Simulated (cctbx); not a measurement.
# A disordered crystal of nominal MnV2S4

Cell a = 11.1700 Å, b = 11.1700 Å, c = 11.1700 Å, α = 90.00°, β = 90.00°, γ = 90.00°; space group Fd-3m (no. 227, origin choice 1); nominal formula MnV2S4.

The data are simulated with cctbx, not measured: Mo Kα, λ = 0.71073 Å, to d = 0.6 Å, 50 % of the full sphere, strongest reflection 40000 counts, noise from counting, a 4 % proportional error and a noise floor of 8 counts (s.d.); no absorption, and some extinction, which the refinements don't model.

With every site full:

```text
Rint 0.040, 194 unique reflections to 0.60 A
cycle     R1     wR2    GooF  max shift (A)
   1  0.0681  0.1779   8.731   0.00060
   2  0.0152  0.0280   1.374   0.00000
final R1 0.0152 wR2 0.0280 GooF 1.374  parameters 6  data/parameter 32.3
atom        x        y        z      Ueq    occ   su(xyz)  su(Uiso or U11)
Mn1    0.25000  0.25000  0.25000   0.0230  1.000  0.00000  0.0001
V2     0.12500  0.87500  0.37500   0.0177  1.000  0.00000  0.0001
S1     0.86417  0.13583  0.13583   0.0166  1.000  0.00002  0.0001
difference map: max 0.20 min -1.05 rms 0.10
Q1    0.0358  0.0358  0.6465   96    0.21  1.43 A from V2
Q2    0.0351  0.0351  0.9089   96    0.21  1.16 A from Mn1
Q3    0.0477  0.0477  0.0477   32    0.20  0.92 A from Mn1
Q4    0.0422  0.0422  0.3295   96    0.19  1.30 A from S1
Q5    0.0000  0.0000  0.2972   48    0.18  2.06 A from S1
Q6    0.0109  0.1614  0.7857  192    0.17  1.67 A from S1
```

With the occupancies of the suspect sites free, each still typed as its main element:

```text
Rint 0.040, 194 unique reflections to 0.60 A
cycle     R1     wR2    GooF  max shift (A)
   1  0.1153  0.2407  11.874   0.00004
   7  0.0138  0.0243   1.199   0.00001
final R1 0.0138 wR2 0.0243 GooF 1.197  parameters 8  data/parameter 24.2
atom        x        y        z      Ueq    occ   su(xyz)  su(Uiso or U11)
Mn1    0.25000  0.25000  0.25000   0.0225  0.990  0.00000  0.0001
V2     0.12500  0.87500  0.37500   0.0181  1.011  0.00000  0.0001
S1     0.86418  0.13582  0.13582   0.0166  1.000  0.00002  0.0001
su of occupancy Mn1: 0.004
su of occupancy V2: 0.003
difference map: max 0.21 min -1.03 rms 0.10
Q1    0.0349  0.0349  0.9089   96    0.22  1.16 A from Mn1
Q2    0.0361  0.0361  0.6464   96    0.21  1.42 A from V2
Q3    0.0484  0.0484  0.0484   32    0.19  0.94 A from Mn1
Q4    0.0420  0.0420  0.3298   96    0.19  1.30 A from S1
Q5    0.0000  0.0000  0.2976   48    0.18  2.06 A from S1
Q6    0.0101  0.1615  0.7842  192    0.17  1.69 A from S1
```

**Question.** What is the disorder?

X-rays count electrons. Mn1 refines to 0.990(0.004), or 24.8 electrons; the site truly holds 0.85 Mn and 0.15 V, 24.7 electrons, which is 0.988 of Mn; V2 refines to 1.011(0.003), or 23.3 electrons; the site truly holds 0.925 V and 0.075 Mn, 23.2 electrons, which is 1.007 of V. A value under 1 can't tell vacancies from a lighter guest, and one over 1 needs a heavier guest; chemistry or a second radiation must settle which. Occupancy correlates with U and the scale, and the two elements' form factors differ in shape, so the match is approximate.

Freeing them takes R1 from 0.0152 to 0.0138 and GooF from 1.37 to 1.20.

The model was made for the exercise: a known structure type with other elements put in, its volume estimated, not relaxed; displacement parameters are assumed.

[Middle refinement cycles are left out of these outputs.]

[Logs are printed without paths, hosts, clocks, repeated set-up lines and the standing remarks that a program may print on its own settings, such as how far it seeks lower states.]
